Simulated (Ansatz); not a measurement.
# TaInS3 (model cell, started as cubic perovskite with Ta in the octahedra): a soft mode frozen in, part 2 of 2

Wanted: the energy along a soft mode of TaInS3 (model cell, started as cubic perovskite with Ta in the octahedra) and the structure at the end.

Ansatz 0.2.0; DFT PBE, scalar-relativistic, plane waves, PAW; PAW set soft_1.

So far. Step 4 (The mode frozen in, largest atomic shift 0.04 Å): The run ends at a pressure of 0.04 GPa, with forces up to 0.038 eV/Å. Step 5 (Energy along the mode, all amplitudes (two of the runs …): The lowest of the steps tried is at 0.04 Å, 0.947 meV/atom below the parent; the bottom of the well need not coincide with a step.

The structure was built from a prototype and need not be the compound's stable phase.

### Step 7. The new phase in its own primitive cell

The relaxed structure is symmetrised, reduced to its primitive cell and relaxed tightly, as its phonons need.

Input file input.yaml:

```yaml
crystal:
  lattice:
    - [-3.4375802107, 3.4375802107, 4.8555857896]
    - [3.4375802107, -3.4375802107, 4.8555857896]
    - [3.4375802107, 3.4375802107, -4.8555857896]
  atoms:
    - { symbol: In, position: [0.75, 0.75, 0.0] }
    - { symbol: In, position: [0.25, 0.25, 0.0] }
    - { symbol: Ta, position: [0.5, 0.0, 0.5] }
    - { symbol: Ta, position: [0.0, 0.5, 0.5] }
    - { symbol: S, position: [0.2454264419, 0.7454264419, 0.9908528839] }
    - { symbol: S, position: [0.7545735581, 0.2545735581, 0.0091471161] }
    - { symbol: S, position: [0.75, 0.25, 0.5] }
    - { symbol: S, position: [0.25, 0.75, 0.5] }
    - { symbol: S, position: [0.2545735581, 0.2454264419, 0.5] }
    - { symbol: S, position: [0.7454264419, 0.7545735581, 0.5] }
kpoints:
  mp_grid: { grid: [8, 8, 8] }
hamiltonian:
  xc: pbe
  pseudopotentials: { kind: paw, azcp: { folder: soft_1 } }
scf:
  occupations: { method: methfessel_paxton, width: 0.2 }
output:
  forces: true
  stress: true
  eigenvalues: true
relax:
  adjacent_minimum: "off"
  f_tol: 0.001
  max_steps: 60
  cell: { stress_tol: 0.01 }
```

On the command line:

```sh
$ ansatz run input.yaml --threads 4 --pin off --max-ram 16384MiB --backend cpu --events-out ev --progress --plain --runs-dir out
```

Wall time 23 s (4 threads of Arm Neoverse V1, shared host); peak memory 0.97 GiB.

Little changed from the start: no atom moved by 0.005 Å and no cell edge by 0.1 %.

This step gave:

```
pressure : 0.001953 GPa
```

The largest force component left is 0.044 meV/Å and the pressure is 0.002 GPa, within the tolerances set. The cell now holds 22.95 Å³/atom.

### Step 8. Modes of the new phase

A relaxed structure may still be a saddle point, so its zone-centre modes are computed. No field response is asked, since the mesh shows no gap.

input.yaml: that of step 7 with these lines changed.

```diff
@@ -10,4 +10,4 @@
     - { symbol: Ta, position: [0.0, 0.5, 0.5] }
-    - { symbol: S, position: [0.2454264419, 0.7454264419, 0.9908528839] }
-    - { symbol: S, position: [0.7545735581, 0.2545735581, 0.0091471161] }
+    - { symbol: S, position: [0.2454264419, 0.7454264419, 0.9908528838] }
+    - { symbol: S, position: [0.7545735581, 0.2545735581, 0.0091471162] }
     - { symbol: S, position: [0.75, 0.25, 0.5] }
@@ -24,9 +24,4 @@
 output:
-  forces: true
-  stress: true
   eigenvalues: true
-relax:
-  adjacent_minimum: "off"
-  f_tol: 0.001
-  max_steps: 60
-  cell: { stress_tol: 0.01 }
+phonons:
+  method: dfpt
```

Wall time 15 min (4 threads); peak memory 8.6 GiB.

This step gave:

- sum-rule residual before enforcement: 9.44e-5 eV/Å²
- point group: 4/mmm
- highest optical mode at the zone centre (no LO-TO term): 476.9 cm⁻¹
- lowest optical zone-centre mode: -90.34 cm⁻¹

Patterns of degenerate modes are one choice out of their space. Modes at Γ, with each element's share of the kinetic energy (negative means imaginary):

```
mode  frequency (cm⁻¹)  symmetry  In %  Ta %  S %
   1             -90.3        Eg     0     0  100
   2             -90.3        Eg     0     0  100
   3             -85.7       B1g     0     0  100
   4             -28.9       A2u    31     2   67
   5             -22.9        Eu    45     2   53
   6             -22.9        Eu    45     2   53
   7               0.0  acoustic    29    46   25
   8               0.0  acoustic    29    46   25
   9               0.0  acoustic    29    46   25
  10              23.7        Eg   100     0    0
  11              23.7        Eg   100     0    0
  12              24.3       A2g   100     0    0
  13              34.9       A2u    40    50   10
  14              39.6        Eu    26    55   19
  15              39.6        Eu    26    55   19
  16              76.6       B2g     0     0  100
  17             113.2        Eu     0     0  100
  18             113.2        Eu     0     0  100
  19             113.2       B1u     0     0  100
  20             154.2       B1u     0   100    0
  21             154.4        Eu     0    92    8
  22             154.4        Eu     0    92    8
  23             191.6       A2g     0     0  100
  24             193.5        Eg     0     0  100
  25             193.5        Eg     0     0  100
  26             220.7       A1g     0     0  100
  27             305.5       A2u     0     1   99
  28             311.9        Eu     0     4   96
  29             311.9        Eu     0     4   96
  30             476.9       B2g     0     0  100
```

Displacements in mode 2 (-90.3 cm⁻¹), the largest set to 1:
```
In1  0.00  0.00  0.00
In2  0.00  0.00  0.00
Ta3  0.00  0.00  0.00
Ta4  0.00  0.00  0.00
S5   0.00  0.00  0.70
S6   0.00  0.00 -0.70
S7   0.00  1.00  0.00
S8   0.00 -1.00  0.00
S9   0.00  0.00  0.70
S10  0.00  0.00 -0.70
```

Displacements in mode 20 (154.2 cm⁻¹), the largest set to 1:
```
In1  0.00  0.00  0.00
In2  0.00  0.00  0.00
Ta3  0.00  0.00 -1.00
Ta4  0.00  0.00  1.00
S5   0.00  0.00 -0.02
S6   0.00  0.00 -0.02
S7   0.00  0.00  0.00
S8   0.00  0.00  0.00
S9   0.00  0.00  0.02
S10  0.00  0.00  0.02
```

Before it was imposed, the acoustic sum rule was missed by 9.4e-5 eV/Å². Small misses are needed for a sound result but don't prove that mesh and cutoff are converged. The lowest optical mode is imaginary, 90.3i cm⁻¹, so the energy falls along it.

### Step 9. Summary of results

```json
{
  "unstable mode of the parent": "q = (-0.5, -0.5, -0.5), 101i cm⁻¹",
  "depth at the lowest point sampled": "0.947 meV/atom",
  "largest atomic shift at that point": "0.04 Å",
  "space group reached (within 0.01 Å)": "I4/mcm",
  "energy gained over the parent (first relaxation, on the mesh of the frozen mode)": "1.15 meV/atom",
  "volume per atom, phase reached": "23.0 Å³",
  "lowest optical zone-centre mode, phase reached": "-90.3 cm⁻¹",
  "highest optical mode at the zone centre (no LO-TO term), phase reached": "477 cm⁻¹"
}
```

Along this mode the structure falls into I4/mcm, 1.15 meV/atom below the parent. At the parent's cell the well is 0.947 meV/atom deep on the steps tried, with its lowest point at a shift of 0.04 Å. Relaxing atoms and cell changes the gain by +0.20 meV/atom against the lowest step (energies at zero smearing). The new phase still has an imaginary mode at the zone centre of its cell, so it is a saddle point on the way to a lower structure. How so shallow a well moves with the k mesh was not tested. Of the 6 patterns followed to their end from this parent, this one ends 79.7 meV/atom above the lowest, R-3c. Another end point lies within 1 meV/atom; how such a difference moves with mesh and cutoff was not tested. Each path keeps the symmetry of its pattern, so a lower phase may lie along a pattern not tried. With no gap, or one that is small against the smearing, the frequencies hang on the k mesh and the smearing, most of all near Kohn anomalies. A semilocal functional can close a gap that the real compound would have, so the metallic treatment may be an artefact of the level. Spin-orbit coupling is left out, which can matter for the heavy elements here. The starting cell was built on a prototype and not taken from a measurement, so the phase need not exist.

[Logs are printed without paths, hosts, clocks, repeated set-up lines and the standing remarks that a program may print on its own settings, such as how far it seeks lower states.]

[Hosts, paths, dates, database ids (printed as entryN), source tags and the programs' standing remarks are cut or masked in the printed files.]
